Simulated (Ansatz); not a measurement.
The compound is Cs2PdF4 (started from the K2NiF4 type) (I4/mmm).

The structure was built from a prototype and need not be the compound's stable phase.

The structure is tetragonal, space group I4/mmm (No. 139). The conventional cell has a = 4.399 Å, b = 4.399 Å, c = 14.234 Å, α = 90.00°, β = 90.00°, γ = 90.00°. Nearest to Cs lie 9 F at 3.00 to 3.11 Å. Nearest to Pd lie 6 F at 2.07 to 2.20 Å. F has 2 Pd at 2.20 Å and 4 Cs at 3.00 Å nearest. Nearest to F lie 1 Pd at 2.07 Å and 5 Cs at 3.01 to 3.11 Å. Farther neighbours and most contacts between anions are not listed.

```
Cs Pd F
1.0
     7.11719    2.19953   -2.19953
     7.11719   -2.19953    2.19953
    -7.11719   -2.19953   -2.19953
Cs Pd F
2 1 4
Direct
  0.35703 0.35703 0.00000
  0.64297 0.64297 0.00000
  0.00000 0.00000 0.00000
  0.00000 0.50000 0.50000
  0.50000 0.00000 0.50000
  0.14552 0.14552 0.00000
  0.85448 0.85448 0.00000
```

The structure was relaxed with PBEsol. The structure type comes from a generator and need not be one that this composition takes. The structure was generated from a model, not taken from a measurement. The runs that relaxed it are not among those shown. The program's search for lower electronic states was switched off, so nothing shows that the state found is the lowest. Spin-orbit coupling is left out unless a run names it. PAW set soft_2, made with PBE.

A constrained-RPA run (Ansatz 0.2.0; non-magnetic PBEsol; Pd eg, bands v1 to c1, 4×4×4 mesh, medium accuracy) builds 2 functions on bands 2.6 eV wide, with 2.0 electrons in the window. The bare on-site interaction is 14.2 eV and the bare J 0.69 eV.

**Question.** Estimate U, U′ and J.

On the Pd eg shell, U = 5.38 eV (38 % of the bare value), U′ = 4.45 eV, J = 0.46 eV.

The parent state is non-magnetic and the interaction static (zero frequency); U depends on the window and the orbitals, so it belongs to this model alone.

[Paths, hosts, dates, memory and timing lines, banners, echoed tables and standing remarks are left out of the program output.]

[Logs are printed without paths, hosts, clocks, repeated set-up lines and the standing remarks that a program may print on its own settings, such as how far it seeks lower states.]

[Runs of the session that timed out or met a known fault of the program may be left out.]

[Hosts, paths, dates, database ids (printed as entryN), source tags and the programs' standing remarks are cut or masked in the printed files.]
